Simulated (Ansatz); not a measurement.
# MgPbS3 in P4_2/mmc, a phase reached by a soft mode: following an unstable mode

Aim: this structure of MgPbS3 in P4_2/mmc, a phase reached by a soft mode is to be tested for unstable modes, and one is followed downhill.

Calculated with Ansatz 0.2.0; DFT PBEsol, scalar-relativistic, plane waves, PAW; PAW set soft_1.

The structure was built from a prototype and need not be the compound's stable phase.

## (1) Starting point

Symmetry: P4_2/mmc, No. 131, tetragonal system. The conventional cell has a = 3.748 Å, b = 3.748 Å, c = 16.326 Å, α = 90.00°, β = 90.00°, γ = 90.00°. Nearest to Mg lie 8 S at 2.65 to 3.00 Å. Nearest to Pb lie 4 S at 2.56 Å. Nearest to S lie 4 Mg at 2.65 Å. Nearest to S lie 2 Pb at 2.56 Å and 2 Mg at 3.00 Å. Farther neighbours and most contacts between anions are not listed.

Coordinates:

```cif
data_structure
_symmetry_space_group_name_H-M 'P4_2/mmc'
_symmetry_Int_Tables_number 131
_cell_length_a 3.7483
_cell_length_b 3.7483
_cell_length_c 16.3263
_cell_angle_alpha 90.000
_cell_angle_beta 90.000
_cell_angle_gamma 90.000
_cell_volume 229.38
loop_
_atom_site_label
_atom_site_type_symbol
_atom_site_symmetry_multiplicity
_atom_site_Wyckoff_symbol
_atom_site_fract_x
_atom_site_fract_y
_atom_site_fract_z
_atom_site_occupancy
Mg1 Mg 2 a 0.00000 0.00000 0.50000 1
Pb1 Pb 2 f 0.50000 0.50000 0.25000 1
S1 S 2 b 0.50000 0.50000 0.00000 1
S2 S 4 i 0.50000 0.00000 0.35659 1
```

## (2) Zone-centre response

This phase was reached earlier by freezing in an unstable mode of a structure of higher symmetry and relaxing. Its zone-centre modes can show that it is still unstable.

input.yaml

```yaml
crystal:
  lattice:
    - [3.7482976777, 0.0, 0.0]
    - [0.0, 3.7482976777, 0.0]
    - [0.0, 0.0, 16.3263112573]
  atoms:
    - { symbol: Mg, position: [0.0, 0.0, 0.5] }
    - { symbol: Mg, position: [0.0, 0.0, 0.0] }
    - { symbol: Pb, position: [0.5, 0.5, 0.25] }
    - { symbol: Pb, position: [0.5, 0.5, 0.75] }
    - { symbol: S, position: [0.5, 0.5, 0.0] }
    - { symbol: S, position: [0.5, 0.5, 0.5] }
    - { symbol: S, position: [0.5, 0.0, 0.3565938527] }
    - { symbol: S, position: [0.5, 0.0, 0.6434061473] }
    - { symbol: S, position: [0.0, 0.5, 0.1434061473] }
    - { symbol: S, position: [0.0, 0.5, 0.8565938527] }
kpoints:
  mp_grid: { grid: [10, 10, 4] }
hamiltonian:
  xc: pbesol
  pseudopotentials: { kind: paw, azcp: { folder: soft_1 }, xc_functional: pbe }
scf:
  occupations: { method: methfessel_paxton, width: 0.2 }
output:
  eigenvalues: true
phonons:
  method: dfpt
```

Command:

```
$ ansatz run input.yaml --threads 8 --pin off --max-ram 16384MiB --backend cpu --events-out ev --progress --plain --runs-dir out
```

Numbers of over 12 decimals in the logs are rounded to 6 here.

What it wrote:

```text
zone centre: on kpoints.mp_grid the ground state, and the responses unless they are solved on pairs of k-points, stand on 108 of the mesh's 400 k-points, reduced under 4 symmetry operations, with k and −k counted as one. Each operation leaves every solved displacement unchanged or reverses it
Engine: ansatz 0.2.0, aarch64-unknown-linux-gnu
Pseudopotentials: kind: paw
Pseudopotential: Mg, paw, valence charge 10, recommended cutoff 420 eV (normal), soft_1/Mg.paw.azcp
Pseudopotential: Pb, paw, valence charge 14, recommended cutoff 420 eV (normal), soft_1/Pb.paw.azcp
Pseudopotential: S, paw, valence charge 6, recommended cutoff 420 eV (normal), soft_1/S.paw.azcp
Functional definition: PBEsol
  exchange = pbesol_x
  correlation = pbesol_c
Crystal: 10 atoms, lattice volume = 229.380 Å³
Basis set: ecut = 420 eV, 4447 PW (Γ), exchange–correlation on 54×54×240 points (8 copies of the dense FFT grid, shifted against one another)
Bands: 52, of which v1, the nominal top of the filled ones, is band 42 counted from 1 (41 counted from 0)
Symmetry: 16 space group operations
k-points: 108 of 400 (irreducible under 4 space group operations, time reversal used)
Non-local potential: Mg, projectors of the file, l = 0: 3, l = 1: 2, l = 2: 1
Non-local potential: Pb, projectors of the file, l = 0: 2, l = 1: 2, l = 2: 2, l = 3: 1
Non-local potential: S, projectors of the file, l = 0: 2, l = 1: 2, l = 2: 1
PAW form: soft (Blöchl's): semilocal exchange-correlation on the pseudo side does not see the compensation charge
PAW frozen core: Mg, regenerated for the run's functional, and the local potential with it (the file was generated under x = pbe(κ = 0.804, μ = 0.219515), c = pbe(β = 0.066725))
PAW frozen core: Pb, regenerated for the run's functional, and the local potential with it (the file was generated under x = pbe(κ = 0.804, μ = 0.219515), c = pbe(β = 0.066725))
PAW frozen core: S, regenerated for the run's functional, and the local potential with it (the file was generated under x = pbe(κ = 0.804, μ = 0.219515), c = pbe(β = 0.066725))
PAW one-centre angular grid: Mg, 110 points (default); XC on 64 Gauss nodes
PAW one-centre angular grid: Pb, 590 points (default); XC on 64 Gauss nodes
PAW one-centre angular grid: S, 110 points (default); XC on 64 Gauss nodes
Initial density: superposition of atomic densities (chi_scale 0.1, normalization cell, long waves kept (reshape's long-wave potential 0.32 eV rms))
Initial wavefunctions: pseudopotential atomic-orbital guess
Functional: x = pbesol(κ = 0.804, μ = 0.123457), c = pbesol(β = 0.046)
SCF iter   1: F=—  HF=-32655.209215 eV  |F-HF|=—  |Δ(HF+E_count)|=         —  Δρ=4.08e-2  dr2=1.56e1  ethr=3.10e-3  ⟨swp⟩=10.6  Hψ=30158  notcnv=0
preconditioner: auto → Resta (q_TF=auto, 2.308 Å⁻¹)  ε∞=4.0  [insulator: Δε(μ)=0.454 eV  Ē_g=11.600 eV  σ=0.200 eV  W_gap=0.60  n_scr=46 (ndim 8)  ℏωp=20.2 eV  f_vac=0.000  D(μ)=1.38/eV (n_scr^D=4)  ε∞_Penn≈4.0]
SCF iter   2: F=—  HF=-32652.580240 eV  |F-HF|=—  |Δ(HF+E_count)|=    2.63e0  S|Δr|=    0.00e0  Δρ=2.12e-2  dr2=3.21e0  ethr=3.10e-3  ⟨swp⟩=3.5  Hψ=10951  notcnv=0  defer=355
preconditioner: auto → Kerker (q_TF=auto, 2.308 Å⁻¹)  [metal: Δε(μ)=0.042 eV  Ē_g=11.947 eV  σ=0.200 eV  W_gap=0.17  n_scr=46 (ndim 8)  ℏωp=20.2 eV  f_vac=0.000  D(μ)=0.95/eV (n_scr^D=4)]
SCF iter   3: F=—  HF=-32651.962195 eV  |F-HF|=—  |Δ(HF+E_count)|=   6.18e-1  S|Δr|=    0.00e0  Δρ=5.92e-3  dr2=1.08e-1  ethr=3.10e-3  ⟨swp⟩=3.3  Hψ=8313  notcnv=0  defer=288
SCF iter   4: F=—  HF=-32651.950554 eV  |F-HF|=—  |Δ(HF+E_count)|=   1.16e-2  S|Δr|=    0.00e0  Δρ=1.63e-3  dr2=1.17e-2  ethr=1.29e-4  ⟨swp⟩=2.1  Hψ=8105  notcnv=0  defer=284
SCF iter   5: F=—  HF=-32651.950243 eV  |F-HF|=—  |Δ(HF+E_count)|=   3.11e-4  S|Δr|=    0.00e0  Δρ=6.55e-4  dr2=2.16e-3  ethr=1.39e-5  ⟨swp⟩=2.6  Hψ=9839  notcnv=0  defer=284
SCF iter   6: F=—  HF=-32651.950538 eV  |F-HF|=—  |Δ(HF+E_count)|=   2.95e-4  S|Δr|=    0.00e0  Δρ=2.32e-4  dr2=1.79e-4  ethr=2.57e-6  ⟨swp⟩=2.3  Hψ=8009  notcnv=0  defer=284
SCF iter   7: F=—  HF=-32651.950601 eV  |F-HF|=—  |Δ(HF+E_count)|=   6.34e-5  S|Δr|=    0.00e0  Δρ=8.66e-5  dr2=2.91e-5  ethr=2.14e-7  ⟨swp⟩=2.3  Hψ=9517  notcnv=0  defer=284
SCF iter   8: F=—  HF=-32651.950619 eV  |F-HF|=—  |Δ(HF+E_count)|=   1.84e-5  S|Δr|=    0.00e0  Δρ=2.37e-5  dr2=2.05e-6  ethr=3.46e-8  ⟨swp⟩=2.0  Hψ=9774  notcnv=0  defer=284
SCF iter   9: F=—  HF=-32651.950406 eV  |F-HF|=—  |Δ(HF+E_count)|=   2.14e-4  S|Δr|=    0.00e0  Δρ=7.77e-6  dr2=3.34e-7  ethr=2.44e-9  ⟨swp⟩=2.3  Hψ=8813  notcnv=0  defer=284
SCF iter  10: F=—  HF=-32651.950406 eV  |F-HF|=—  |Δ(HF+E_count)|=   8.38e-8  S|Δr|=    0.00e0  Δρ=2.53e-6  dr2=2.86e-8  ethr=3.97e-10  ⟨swp⟩=2.0  Hψ=7280  notcnv=0  defer=284
SCF iter  11: F=—  HF=-32651.950406 eV  |F-HF|=—  |Δ(HF+E_count)|=   4.21e-9  S|Δr|=    0.00e0  Δρ=8.45e-7  dr2=2.77e-9  ethr=3.41e-11  ⟨swp⟩=2.0  Hψ=7716  notcnv=0  defer=284
SCF iter  12: F=—  HF=-32651.950406 eV  |F-HF|=—  |Δ(HF+E_count)|=   1.00e-9  S|Δr|=    0.00e0  Δρ=2.40e-7  dr2=2.26e-10  ethr=3.30e-12  ⟨swp⟩=2.1  Hψ=7719  notcnv=0  defer=284
SCF iter  13: F=—  HF=-32651.950406 eV  |F-HF|=—  |Δ(HF+E_count)|=  1.06e-10  S|Δr|=    0.00e0  Δρ=7.25e-8  dr2=2.22e-11  ethr=1.00e-12  ⟨swp⟩=1.1  Hψ=5368  notcnv=0  defer=284
SCF iter  14: F=-32651.950406 eV  HF=-32651.950406 eV  |F-HF|=0.00e0  |Δ(HF+E_count)|=  1.09e-11  S|Δr|=    0.00e0  Δρ=2.15e-8  dr2=1.45e-12  ethr=1.00e-12  ⟨swp⟩=18.1  Hψ=35978  notcnv=0
SCF 1 converged in 14 iterations: F = -32651.950406 eV  dr2 = 1.45e-12
  greatest PAW one-centre occupation: 1.000 electrons in one spin orbital (limit 2), on the Mg atom at site 1 (counted from 0), in its partial waves of l = 0
DFPT response loops at Γ: preconditioner auto → Kerker (q_TF=auto, 2.308 Å⁻¹) (partly filled bands, converged f_vac=0.016); β = 1.00, the filter's whole step (`scf.mixing.beta` (0.50) is not read by the response loops under this deck's `scf.mixing.preconditioner`; to damp them name `kerker` or `kerker_dos`, under which they read `scf.mixing.beta`, and type it under 1.00, their step now; both keys bind the ground state too); Broyden in place of MSR1
SCF converged after 14 iterations
Stability not checked: this state was not tested for a lower state beside it, because cold or Methfessel-Paxton smearing, or corrected tetrahedra, fill the levels in a way that the test cannot read (fill_not_monotonic; see scf.lower_state_search)
Free energy (F): -32651.950406 eV
Harris-Foulkes:  -32651.950406 eV  (|F-HF|=0.00e0)
Internal energy: -32651.959553 eV  (E = F + TS)
E sigma→0 (E₀):  -32651.952693 eV
Entropy (-TS):   0.009147 eV (0.915 meV/atom)
Fermi energy:    6.696126 eV
--- Per-component energies (eV) ---
  E_band       = -859.663606
  E_kinetic    = 1358.444103
  E_local      = -6691.728861  (includes V_loc(G=0)·N_el)
  E_nonlocal   = 1220.198893
  E_hartree    = 2394.826142
  E_xc         = -983.411938
  E_vxc        = -833.213323  (∫ρ·V_xc dr)
  E_paw        = -24630.705791  (= ΣΔE_a)
  E_vpaw       = -703.016431  (= ΣTr[D̂ρ^β])
  E_aug_tail   = -0.000337  (compensation charges beyond the density's cutoff)
  E_ewald      = -5320.195524
  E_core_change = 0.613761  (= ΣΔE_core)
  E_smearing   = 0.009147  (= −TS)
  E_closure    = 0.000000  (closes the sum)
  Σ components = -32651.950406   (vs F -32651.950406, Δ=0.00e0)
--- Band table (eV; the first three rows and the last of 108) ---
  k-point 0: bands = [... 38 lower, 5.4975, 6.2226, 6.2226, 6.3629, 6.5527, 8.2928, 8.7659, 9.0582, ... 6 higher]
  k-point 1: bands = [... 38 lower, 5.7469, 5.8509, 6.1696, 6.1696, 7.0505, 8.0532, 8.9010, 9.0572, ... 6 higher]
  k-point 2: bands = [... 38 lower, 5.9147, 5.9147, 6.0723, 6.0723, 7.5924, 7.5924, 9.0306, 9.0306, ... 6 higher]
  k-point 107: bands = [... 38 lower, 4.9830, 4.9830, 5.0297, 5.0297, 8.0027, 8.0027, 8.4457, 8.4457, ... 6 higher]
--- Phonons (Γ-DFPT): 11 representative perturbations + reference, on 108 of 400 k-points (Σ response iterations 34) ---
  k mesh reduced under 4 symmetry operations, with k and −k counted as one. Each operation leaves every solved displacement unchanged or reverses it
  ASR residual: 4.243e-5 → 0.000e0 eV/Å²; symmetrization residual: 8.949e-6 eV/Å²
  ASR residual per site (eV/Å²): 1.94e-5 1.94e-5 2.70e-5 2.70e-5 4.24e-5 4.24e-5 2.43e-5 2.43e-5 2.43e-5 2.43e-5
  Γ frequencies (cm⁻¹): -56.00 -56.00 -41.30 -23.16 -23.16 0.00 0.00 0.00 42.34 42.34 54.39 74.72 110.48 110.48 110.79 110.79 147.77 150.66 195.72 195.72 198.23 198.23 221.03 256.47 256.47 269.81 269.81 270.33 272.18 293.49
  non-analytic LO–TO correction: not included (Born effective charges unavailable; polar crystals: no LO–TO splitting at Γ)
```

Run time: 4 min. Hardware: 8 threads of Arm Neoverse V1, shared host; peak memory 3.9 GiB.

In the SCF lines HF is the Harris–Foulkes energy and dr2 the Hartree energy of the density residual, in eV; the loop may stop once dr2 is under the threshold and the program's other checks hold. Hψ counts applications of the Hamiltonian.

This step gave:

| Property | Result |
| --- | --- |
| volume per atom | 22.94 Å³ |
| gap on the k-mesh | 0 eV |
| sum-rule residual before enforcement | 4.24e-5 eV/Å² |
| point group | 4/mmm |
| highest optical mode at the zone centre (no LO-TO term) | 293.5 cm⁻¹ |
| lowest optical zone-centre mode | -56 cm⁻¹ |

Patterns of degenerate modes are one choice out of their space. Modes at Γ, with each element's share of the kinetic energy (negative means imaginary):

| mode | frequency (cm⁻¹) | symmetry | Mg % | Pb % | S % |
| --- | --- | --- | --- | --- | --- |
| 1 | -56.0 | Eu | 29 | 11 | 60 |
| 2 | -56.0 | Eu | 29 | 11 | 60 |
| 3 | -41.3 | A2u | 83 | 0 | 16 |
| 4 | -23.2 | Eg | 0 | 86 | 14 |
| 5 | -23.2 | Eg | 0 | 86 | 14 |
| 6 | 0.0 | acoustic | 7 | 63 | 29 |
| 7 | 0.0 | acoustic | 7 | 63 | 29 |
| 8 | 0.0 | acoustic | 7 | 63 | 29 |
| 9 | 42.3 | Eu | 30 | 14 | 56 |
| 10 | 42.3 | Eu | 30 | 14 | 56 |
| 11 | 54.4 | B1g | 0 | 75 | 25 |
| 12 | 74.7 | B2u | 97 | 0 | 3 |
| 13 | 110.5 | Eu | 21 | 0 | 78 |
| 14 | 110.5 | Eu | 21 | 0 | 78 |
| 15 | 110.8 | Eg | 0 | 1 | 99 |
| 16 | 110.8 | Eg | 0 | 1 | 99 |
| 17 | 147.8 | A2u | 8 | 17 | 75 |
| 18 | 150.7 | B2u | 0 | 0 | 100 |
| 19 | 195.7 | Eu | 65 | 0 | 35 |
| 20 | 195.7 | Eu | 65 | 0 | 35 |
| 21 | 198.2 | Eu | 47 | 0 | 53 |
| 22 | 198.2 | Eu | 47 | 0 | 53 |
| 23 | 221.0 | A1g | 0 | 0 | 100 |
| 24 | 256.5 | Eg | 0 | 13 | 87 |
| 25 | 256.5 | Eg | 0 | 13 | 87 |
| 26 | 269.8 | Eu | 0 | 11 | 89 |
| 27 | 269.8 | Eu | 0 | 11 | 89 |
| 28 | 270.3 | B1g | 0 | 25 | 75 |
| 29 | 272.2 | B2u | 2 | 0 | 98 |
| 30 | 293.5 | A2u | 1 | 20 | 79 |

Displacements in mode 2 (-56.0 cm⁻¹), the largest set to 1:
```
Mg1  0.00 -0.04  0.00
Mg2  0.00  0.83  0.00
Pb3  0.00 -0.12  0.00
Pb4  0.00 -0.12  0.00
S5   0.00  1.00  0.00
S6   0.00 -0.04  0.00
S7   0.00 -0.12  0.00
S8   0.00 -0.12  0.00
S9   0.00  0.13  0.00
S10  0.00  0.13  0.00
```

Displacements in mode 30 (293.5 cm⁻¹), the largest set to 1:
```
Mg1  0.00  0.00  0.22
Mg2  0.00  0.00  0.22
Pb3  0.00  0.00 -0.29
Pb4  0.00  0.00 -0.29
S5   0.00  0.00 -0.32
S6   0.00  0.00 -0.32
S7   0.00  0.00  1.00
S8   0.00  0.00  1.00
S9   0.00  0.00  1.00
S10  0.00  0.00  1.00
```

Before it was imposed, the acoustic sum rule was missed by 4.2e-5 eV/Å². Small misses are needed for a sound result but don't prove that mesh and cutoff are converged. The lowest optical mode is imaginary, 56.0i cm⁻¹, so the energy falls along it.

## (3) The mode frozen in, largest atomic shift 0 Å

The mode followed lies at Γ with frequency 56.0i cm⁻¹ and is 2-fold degenerate, the softest among the wavevectors solved. At small amplitude the distorted cell has space group no. 25 by a symmetry search on the positions. The undistorted cell that holds it gives the zero of energy on the same k mesh.

input.yaml: that of step 2 with these lines changed.

```diff
@@ -24,4 +24,4 @@
 output:
+  forces: true
+  stress: true
   eigenvalues: true
-phonons:
-  method: dfpt
```

What it wrote:

```text
[...]
Crystal: 10 atoms, lattice volume = 229.380 Å³
Basis set: ecut = 420 eV, 4447 PW (Γ), exchange–correlation on 54×54×240 points (8 copies of the dense FFT grid, shifted against one another)
Bands: 52, of which v1, the nominal top of the filled ones, is band 42 counted from 1 (41 counted from 0)
Symmetry: 16 space group operations
[...]
k-points: 63 of 400
[...]
k-point 0: bands = [... 38 lower, 5.4975, 6.2225, 6.2225, 6.3629, 6.5527, 8.2928, 8.7659, 9.0582, ... 6 higher]
  k-point 1: bands = [... 38 lower, 5.7469, 5.8509, 6.1696, 6.1696, 7.0504, 8.0532, 8.9010, 9.0572, ... 6 higher]
  k-point 2: bands = [... 38 lower, 5.9147, 5.9147, 6.0722, 6.0722, 7.5924, 7.5924, 9.0306, 9.0306, ... 6 higher]
  k-point 62: bands = [... 38 lower, 4.9830, 4.9830, 5.0297, 5.0297, 8.0027, 8.0027, 8.4457, 8.4457, ... 6 higher]
[key lines of the parts left out:]
SCF converged after 10 iterations
Free energy (F): -32651.950406 eV
Fermi energy:    6.696113 eV
P = ⅓ Tr σ = 0.0052 GPa (0.052 kbar)
```

The job ended after 7 s (8 threads; peak memory 1.1 GiB).

This step gave:

```
pressure                         : 0.005171 GPa
energy from the undistorted cell : 0 meV/atom
```

The run ends at a pressure of 0.01 GPa.

## (4) The mode frozen in, largest atomic shift 0.6 Å

The atoms are moved along the unstable eigenvector, the largest shift by 0.6 Å, with the cell fixed.

input.yaml, the sections that differ from step 3:

```yaml
crystal:
  lattice:
    - [3.7482976777, 0.0, 0.0]
    - [0.0, 3.7482976777, 0.0]
    - [0.0, 0.0, 16.3263112573]
  atoms:
    - { symbol: Mg, position: [0.1321997239, 0.0, 0.5] }
    - { symbol: Mg, position: [-0.0070105969, 0.0, 0.0] }
    - { symbol: Pb, position: [0.4804965337, 0.5, 0.25] }
    - { symbol: Pb, position: [0.4804965337, 0.5, 0.75] }
    - { symbol: S, position: [0.4933403175, 0.5, 0.0] }
    - { symbol: S, position: [0.6600726654, 0.5, 0.5] }
    - { symbol: S, position: [0.5215779605, 0.0, 0.3565938527] }
    - { symbol: S, position: [0.5215779605, 0.0, 0.6434061473] }
    - { symbol: S, position: [-0.0196894004, 0.5, 0.1434061473] }
    - { symbol: S, position: [-0.0196894004, 0.5, 0.8565938527] }
# kpoints, hamiltonian, scf, output: as in step 3
```

What it wrote:

```text
[...]
Crystal: 10 atoms, lattice volume = 229.380 Å³
Basis set: ecut = 420 eV, 4447 PW (Γ), exchange–correlation on 54×54×240 points (8 copies of the dense FFT grid, shifted against one another)
Bands: 52, of which v1, the nominal top of the filled ones, is band 42 counted from 1 (41 counted from 0)
Symmetry: 4 space group operations
[...]
k-point 0: bands = [... 38 lower, 5.4975, 5.9732, 6.1706, 6.3618, 6.5068, 8.2020, 8.7878, 9.0958, ... 6 higher]
  k-point 1: bands = [... 38 lower, 5.7251, 5.8603, 5.9506, 6.1174, 7.0021, 7.9823, 8.8903, 9.1265, ... 6 higher]
  k-point 2: bands = [... 38 lower, 5.7802, 5.8703, 5.9023, 6.0086, 7.4998, 7.5668, 8.9580, 9.2563, ... 6 higher]
  k-point 107: bands = [... 38 lower, 4.9242, 4.9270, 4.9590, 5.1118, 7.7142, 7.9301, 8.3747, 8.4151, ... 6 higher]
[key lines of the parts left out:]
SCF converged after 9 iterations
Free energy (F): -32652.033284 eV
Fermi energy:    6.649046 eV
P = ⅓ Tr σ = -0.0758 GPa (-0.758 kbar)
```

Wall time 17 s (8 threads); peak memory 1.3 GiB; 2.2 min of CPU time.

This step gave:

* pressure: -0.07584 GPa
* energy from the undistorted cell: -8.298 meV/atom

The energy, extrapolated to zero smearing, is -8.30 meV/atom against the undistorted cell.

The run ends at a pressure of -0.08 GPa, with forces up to 0.21 eV/Å.

## (5) Energy along the mode, all amplitudes (two of the runs are shown above)

An imaginary frequency means negative curvature, so the energy should fall and then rise again as anharmonic terms take over.

Numbers from this step:

```
depth at the lowest point sampled  : 8.298 meV/atom
largest atomic shift at that point : 0.6 Å
```

The energy from the parent by largest atomic shift:

| largest atomic shift (Å) | energy from the parent (meV/atom) |
| --- | --- |
| 0.000 | 0 |
| 0.040 | -0.053 |
| 0.080 | -0.209 |
| 0.140 | -0.632 |
| 0.220 | -1.52 |
| 0.320 | -3.04 |
| 0.450 | -5.46 |
| 0.600 | -8.30 |

Displacement at unit largest shift by atom:

| atom | x (Å) | y (Å) | z (Å) | size |
| --- | --- | --- | --- | --- |
| Mg1 | 0.83 | 0.00 | 0.00 | 0.83 |
| Mg2 | -0.04 | 0.00 | 0.00 | 0.04 |
| Pb3 | -0.12 | 0.00 | 0.00 | 0.12 |
| Pb4 | -0.12 | 0.00 | 0.00 | 0.12 |
| S5 | -0.04 | 0.00 | 0.00 | 0.04 |
| S6 | 1.00 | 0.00 | 0.00 | 1.00 |
| S7 | 0.14 | 0.00 | 0.00 | 0.14 |
| S8 | 0.14 | 0.00 | 0.00 | 0.14 |
| S9 | -0.12 | 0.00 | 0.00 | 0.12 |
| S10 | -0.12 | 0.00 | 0.00 | 0.12 |

The lowest of the steps tried is the last one, at 0.6 Å, 8.30 meV/atom below the parent; the bottom of the well need not coincide with a step.

(Continued in part 2 of 3.)

[Logs are printed without paths, hosts, clocks, repeated set-up lines and the standing remarks that a program may print on its own settings, such as how far it seeks lower states.]

[Hosts, paths, dates, database ids (printed as entryN), source tags and the programs' standing remarks are cut or masked in the printed files.]
